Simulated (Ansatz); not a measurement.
**Stretching the linear W chain**

Wanted: energy, moment and open channels of the linear W chain from 12 % compression to 30 % stretch.

Calculated with Ansatz 0.2.0; DFT PBE, plane waves, PAW; relaxation of a chain's period, in the first sound run; inputs show where later runs differ.

Report form: the programs' logs are mostly left out.

## Step 1: The starting structure

The cell holds 1 atom: 1 W. Cell: a = 7.500 Å, b = 7.500 Å, c = 3.013 Å, α = 90.0°, β = 90.0°, γ = 90.0°. Vacuum lies along a and b. The structure's axis is c.

Coordinates:

```cif
data_structure
_symmetry_space_group_name_H-M 'P 1'
_symmetry_Int_Tables_number 1
_cell_length_a 7.5000
_cell_length_b 7.5000
_cell_length_c 3.0132
_cell_angle_alpha 90.000
_cell_angle_beta 90.000
_cell_angle_gamma 90.000
_cell_volume 169.49
loop_
_atom_site_label
_atom_site_type_symbol
_atom_site_fract_x
_atom_site_fract_y
_atom_site_fract_z
_atom_site_occupancy
W1 W 0.50000 0.50000 0.00000 1
```

## Step 2: Relaxation of atoms and period

Band widths follow the bond lengths, so the chain is relaxed first. The atoms and the third cell vector are free; the box across stays fixed as vacuum. Moments are seeded so that a magnetic state can form if it lies lower. A Fermi-Dirac smearing is set since the result may be a metal. The pressure printed is a third of the stress's trace over the whole box, vacuum included; only the stress along the axis is relaxed.

Input file input.yaml:

```yaml
crystal:
  lattice:
    - [7.5, 0.0, 0.0]
    - [0.0, 7.5, 0.0]
    - [0.0, 0.0, 3.0132]
  atoms:
    - { symbol: W, position: [0.5, 0.5, 0.0], spin: 2.0 }
magnetization:
  spin_polarized: true
kpoints:
  mp_grid: { grid: [1, 1, 27] }
scf:
  occupations: { method: fermi_dirac, width: 0.05 }
hamiltonian:
  xc: pbe
relax:
  cell: { fix: [a, b, alpha, beta, gamma] }
  max_steps: 60
```

The run is started by

```
> ansatz run input.yaml --threads 4 --pin off --max-ram 8192MiB --backend cpu --events-out ev --progress --plain --runs-dir out
```

The job ended after 12 s (4 threads of Arm Neoverse V2, shared host; peak memory 0.42 GiB; 40 s of CPU time).

The steps of the relaxation:

```
step  energy less that of the first step (eV)  largest force component (eV/Å)  pressure (GPa)  volume (Å³)
   1                                   0.0000                          0.0000           -1.01       169.49
   2                                  -0.1828                          0.0000           -1.52       161.67
   3                                  -0.4187                          0.0000           -1.79       153.41
   4                                  -0.7324                          0.0000           -2.14       145.15
   5                                  -1.0136                          0.0000           -2.22       136.88
   6                                  -1.1769                          0.0000           -0.06       128.62
   7                                  -1.1772                          0.0000           -0.17       128.98
  8*                                  -1.1766                          0.0000           -0.17       128.98
```

Relaxation steps marked * repeat the geometry before them on a plane-wave basis chosen anew for their cell, so energy and pressure can jump there.

```csv
cell as run,before,after,change
c (Å),3.013,2.293,-23.9 %
```

Final coordinates:

```xyz
1
Lattice="7.5000 0.0000 0.0000 0.0000 7.5000 0.0000 0.0000 0.0000 2.2930" Properties=species:S:1:pos:R:3
W     3.7500    3.7500    0.0000
```

This step gave:

```
energy at zero smearing    : -10379.1120 eV
cell length along the wire : 2.293 Å
```

The cell's length comes to 2.293 Å with no moment. That is -24 % against the start, more than a small adjustment.

The cell shrank by 23.9 % in its periodic edges.

## Step 3: At a set period, period over the relaxed period 0.88, k-mesh 1×1×40

This step: DFT PBE, plane waves, PAW; channels and complex bands of a perfect chain (Ansatz 0.2.0).

The period is set to 0.88 times the relaxed one: shorter bonds widen the bands.

The cell differs from the one that the last finished run ended in (c 2.293 → 2.018 Å).

input.yaml, the sections that differ from step 2:

```yaml
crystal:
  lattice:
    - [7.5, 0.0, 0.0]
    - [0.0, 7.5, 0.0]
    - [0.0, 0.0, 2.0178813407]
  atoms:
    - { symbol: W, position: [0.5, 0.5, 0.0], spin: 2.0 }
kpoints:
  mp_grid: { grid: [1, 1, 40] }
output:
  transmission:
    e_range: [-2, 2]
    de: 0.035
    kmesh: [1, 1]
    reduced_basis: true
    leads: [[0, 0]]
  stress: true
# magnetization, scf, hamiltonian: as in step 2
# relax: removed
```

Run time: 20 s. Hardware: 4 threads; peak memory 0.46 GiB.

This step gave:

| Quantity | Value |
| --- | --- |
| energy at zero smearing | -10377.9737 eV |
| channels at the energy nearest the Fermi level, spin up | 6 |
| channels at the energy nearest the Fermi level, spin down | 6 |
| conductance of the lead as this run defines it | 6.000 G₀ |
| band gap | 0 eV |

Open channels of the lead against energy, zero at the Fermi level:

```csv
energy (eV),spin up,spin down
-2.000,4,4
-1.790,4,4
-1.615,4,4
-1.405,4,4
-1.195,6,6
-0.985,6,6
-0.810,6,6
-0.600,6,6
-0.390,6,6
-0.215,6,6
-0.005,6,6
0.205,6,6
0.415,6,6
0.590,6,6
0.800,6,6
1.010,6,6
1.185,6,6
1.395,6,6
1.605,6,6
1.815,6,6
```

At the computed energy nearest the Fermi level there are 6 spin-up and 6 spin-down channels, and the thermal average gives 6.00 G₀.

## Step 4: The chain at a fixed length, period over the relaxed period 0.92, k-mesh 1×1×38

The period is set to 0.92 times the relaxed one: shorter bonds widen the bands.

The cell differs from the one that the last finished run ended in (c 2.018 → 2.110 Å).

Changes to input.yaml since step 3:

```diff
@@ -4,3 +4,3 @@
     - [0.0, 7.5, 0.0]
-    - [0.0, 0.0, 2.0178813407]
+    - [0.0, 0.0, 2.1096032198]
   atoms:
@@ -10,3 +10,3 @@
 kpoints:
-  mp_grid: { grid: [1, 1, 40] }
+  mp_grid: { grid: [1, 1, 38] }
 scf:
```

It took 20 s on 4 threads; peak memory 0.46 GiB.

At the computed energy nearest the Fermi level there are 6 spin-up and 6 spin-down channels, and the thermal average gives 6.00 G₀.

## Step 5: At a set period, period over the relaxed period 0.96, k-mesh 1×1×37

The period is set to 0.96 times the relaxed one: shorter bonds widen the bands.

The cell differs from the one that the last finished run ended in (c 2.110 → 2.201 Å).

Changes to input.yaml since step 4:

```diff
@@ -4,3 +4,3 @@
     - [0.0, 7.5, 0.0]
-    - [0.0, 0.0, 2.1096032198]
+    - [0.0, 0.0, 2.2013250989]
   atoms:
@@ -10,3 +10,3 @@
 kpoints:
-  mp_grid: { grid: [1, 1, 38] }
+  mp_grid: { grid: [1, 1, 37] }
 scf:
```

Wall time 17 s (4 threads); peak memory 0.45 GiB.

At the computed energy nearest the Fermi level there are 6 spin-up and 6 spin-down channels, and the thermal average gives 6.00 G₀.

## Step 6: At a set period, period over the relaxed period 1, k-mesh 1×1×35

The period is set to 1.0 times the relaxed one, as the point of reference.

Changes to input.yaml since step 5:

```diff
@@ -4,3 +4,3 @@
     - [0.0, 7.5, 0.0]
-    - [0.0, 0.0, 2.2013250989]
+    - [0.0, 0.0, 2.293046978]
   atoms:
@@ -10,3 +10,3 @@
 kpoints:
-  mp_grid: { grid: [1, 1, 37] }
+  mp_grid: { grid: [1, 1, 35] }
 scf:
```

The job ended after 17 s (4 threads; peak memory 0.45 GiB).

Open channels of the lead against energy, zero at the Fermi level:

```
energy (eV)  spin up  spin down
     -2.000        4          4
     -1.790        4          4
     -1.615        4          4
     -1.405        4          4
     -1.195        4          4
     -0.985        4          4
     -0.810        4          4
     -0.600        6          6
     -0.390        6          6
     -0.215        6          6
     -0.005        6          6
      0.205        6          6
      0.415        6          6
      0.590        6          6
      0.800        6          6
      1.010        6          6
      1.185        6          6
      1.395        6          6
      1.605        6          6
      1.815        4          4
```

At the computed energy nearest the Fermi level there are 6 spin-up and 6 spin-down channels, and the thermal average gives 6.00 G₀.

## Step 7: The chain at a fixed length, period over the relaxed period 1.04, k-mesh 1×1×34

The period is set to 1.04 times the relaxed one: longer bonds narrow the bands.

The cell differs from the one that the last finished run ended in (c 2.293 → 2.385 Å).

Changes to input.yaml since step 6:

```diff
@@ -4,3 +4,3 @@
     - [0.0, 7.5, 0.0]
-    - [0.0, 0.0, 2.293046978]
+    - [0.0, 0.0, 2.3847688572]
   atoms:
@@ -10,3 +10,3 @@
 kpoints:
-  mp_grid: { grid: [1, 1, 35] }
+  mp_grid: { grid: [1, 1, 34] }
 scf:
```

Elapsed: 16 s, on 4 threads; peak memory 0.44 GiB; 52 s of CPU time.

At the computed energy nearest the Fermi level there are 6 spin-up and 6 spin-down channels, and the thermal average gives 6.00 G₀. The change of length costs 0.083 eV a cell and leaves no moment.

## Step 8: At a set period, period over the relaxed period 1.08, k-mesh 1×1×33

The period is set to 1.08 times the relaxed one: longer bonds narrow the bands.

The cell differs from the one that the last finished run ended in (c 2.385 → 2.476 Å).

Changes to input.yaml since step 7:

```diff
@@ -4,3 +4,3 @@
     - [0.0, 7.5, 0.0]
-    - [0.0, 0.0, 2.3847688572]
+    - [0.0, 0.0, 2.4764907363]
   atoms:
@@ -10,3 +10,3 @@
 kpoints:
-  mp_grid: { grid: [1, 1, 34] }
+  mp_grid: { grid: [1, 1, 33] }
 scf:
```

Wall time 22 s (4 threads); peak memory 0.52 GiB; 76 s of CPU time.

At the computed energy nearest the Fermi level there are 6 spin-up and 4 spin-down channels, and the thermal average gives 5.00 G₀. The change of length costs 0.265 eV a cell and leaves an absolute moment of 1.87 μB a cell.

Between step 3 and this run (period over the relaxed period 1.08 and k-mesh 1×1×33) the value for the conductance of the lead as this run defines it moves from 6.00 G₀ to 5.00 G₀ (-17 %).

## Step 9: The chain at a fixed length, period over the relaxed period 1.13, k-mesh 1×1×31

The period is set to 1.13 times the relaxed one: longer bonds narrow the bands.

The cell differs from the one that the last finished run ended in (c 2.476 → 2.591 Å).

Changes to input.yaml since step 8:

```diff
@@ -4,3 +4,3 @@
     - [0.0, 7.5, 0.0]
-    - [0.0, 0.0, 2.4764907363]
+    - [0.0, 0.0, 2.5911430852]
   atoms:
@@ -10,3 +10,3 @@
 kpoints:
-  mp_grid: { grid: [1, 1, 33] }
+  mp_grid: { grid: [1, 1, 31] }
 scf:
```

Wall time 21 s (4 threads); peak memory 0.53 GiB.

At the computed energy nearest the Fermi level there are 6 spin-up and 4 spin-down channels, and the thermal average gives 5.00 G₀. The change of length costs 0.482 eV a cell and leaves an absolute moment of 2.18 μB a cell.

Between step 3 and this run (period over the relaxed period 1.13 and k-mesh 1×1×31) the value for the conductance of the lead as this run defines it moves from 6.00 G₀ to 5.00 G₀ (-17 %).

## Step 10: The chain at a fixed length, period over the relaxed period 1.2, k-mesh 1×1×30

The period is set to 1.2 times the relaxed one: longer bonds narrow the bands.

The cell differs from the one that the last finished run ended in (c 2.591 → 2.752 Å).

Changes to input.yaml since step 9:

```diff
@@ -4,3 +4,3 @@
     - [0.0, 7.5, 0.0]
-    - [0.0, 0.0, 2.5911430852]
+    - [0.0, 0.0, 2.7516563737]
   atoms:
@@ -10,3 +10,3 @@
 kpoints:
-  mp_grid: { grid: [1, 1, 31] }
+  mp_grid: { grid: [1, 1, 30] }
 scf:
```

Elapsed: 21 s, on 4 threads; peak memory 0.51 GiB.

At the computed energy nearest the Fermi level there are 5 spin-up and 3 spin-down channels, and the thermal average gives 3.79 G₀. The change of length costs 0.815 eV a cell and leaves an absolute moment of 3.25 μB a cell.

For the conductance of the lead as this run defines it, step 3 gave 6.00 G₀; this run, with period over the relaxed period 1.2 and k-mesh 1×1×30, gives 3.79 G₀ (-37 %).

## Step 11: The chain at a fixed length, period over the relaxed period 1.3, k-mesh 1×1×27

The period is set to 1.3 times the relaxed one: longer bonds narrow the bands.

The cell differs from the one that the last finished run ended in (c 2.752 → 2.981 Å).

Changes to input.yaml since step 10:

```diff
@@ -4,3 +4,3 @@
     - [0.0, 7.5, 0.0]
-    - [0.0, 0.0, 2.7516563737]
+    - [0.0, 0.0, 2.9809610715]
   atoms:
@@ -10,3 +10,3 @@
 kpoints:
-  mp_grid: { grid: [1, 1, 30] }
+  mp_grid: { grid: [1, 1, 27] }
 scf:
```

It took 15 s on 4 threads; peak memory 0.43 GiB; 51 s of CPU time.

At the computed energy nearest the Fermi level there are 3 spin-up and 3 spin-down channels, and the thermal average gives 2.84 G₀. The change of length costs 1.152 eV a cell and leaves an absolute moment of 4.37 μB a cell.

For the conductance of the lead as this run defines it, step 3 gave 6.00 G₀; this run, with period over the relaxed period 1.3 and k-mesh 1×1×27, gives 2.84 G₀ (-53 %).

## Step 12: Side by side

Times are for 4 threads of Arm Neoverse V2, shared host. Results by setting:

| no. | period over the relaxed period | conductance of the lead as this run defines it (G₀) | absolute moment (μB) | energy at zero smearing less the lowest (eV) | time | memory (GiB) |
| --- | --- | --- | --- | --- | --- | --- |
| 1 | 0.88 | 6.000 | 0 | 1.155 | 20 s | 0.46 |
| 2 | 0.92 | 6.000 | 0 | 0.4384 | 20 s | 0.46 |
| 3 | 0.96 | 6.000 | 0 | 0.1037 | 17 s | 0.45 |
| 4 | 1 | 6.000 | 0 | 0 | 17 s | 0.45 |
| 5 | 1.04 | 6.000 | 0 | 0.08320 | 16 s | 0.44 |
| 6 | 1.08 | 5.002 | 1.874 | 0.2653 | 22 s | 0.52 |
| 7 | 1.13 | 5.000 | 2.176 | 0.4822 | 21 s | 0.53 |
| 8 | 1.2 | 3.793 | 3.247 | 0.8152 | 21 s | 0.51 |
| 9 | 1.3 | 2.836 | 4.375 | 1.152 | 15 s | 0.43 |

## Step 13: Summary of results

```
relaxed cell length              : 2.293 Å
conductance at period × 0.88     : 6.00 G₀
conductance at period × 1.0      : 6.00 G₀
conductance at period × 1.13     : 5.00 G₀
conductance at period × 1.3      : 2.84 G₀
absolute moment at period × 0.88 : 0 μB
absolute moment at period × 1.0  : 0 μB
absolute moment at period × 1.3  : 4.37 μB
```

What this shows: In these runs no moment survives at the shortest period, and one is present from a factor of 1.08 on: longer bonds narrow the bands, which favours exchange splitting. The conductance goes from 6.00 G₀ at the shortest period to 2.84 G₀ at the longest, while the magnetic state changes too. Transport is coherent and elastic here: the atoms are frozen, so scattering by vibrations plays no part. Spin-orbit coupling is left out, which matters for the bands of heavy atoms. No search over magnetic orders was made; another may lie lower. For the perfect chain only parallel moments were started; its antiparallel and spiral orders were not tested. Conductances of a perfect chain off the multiples of half a G0 come from band edges within the thermal window; the square box also splits pairs of bands that an isolated chain keeps degenerate, which moves such edges. The lead's cell of one atom keeps the chain straight and evenly spaced; a zigzag or dimerised form may lie lower.

[Logs are printed without paths, hosts, clocks, repeated set-up lines and the standing remarks that a program may print on its own settings, such as how far it seeks lower states.]

[Hosts, paths, dates, database ids (printed as entryN), source tags and the programs' standing remarks are cut or masked in the printed files.]
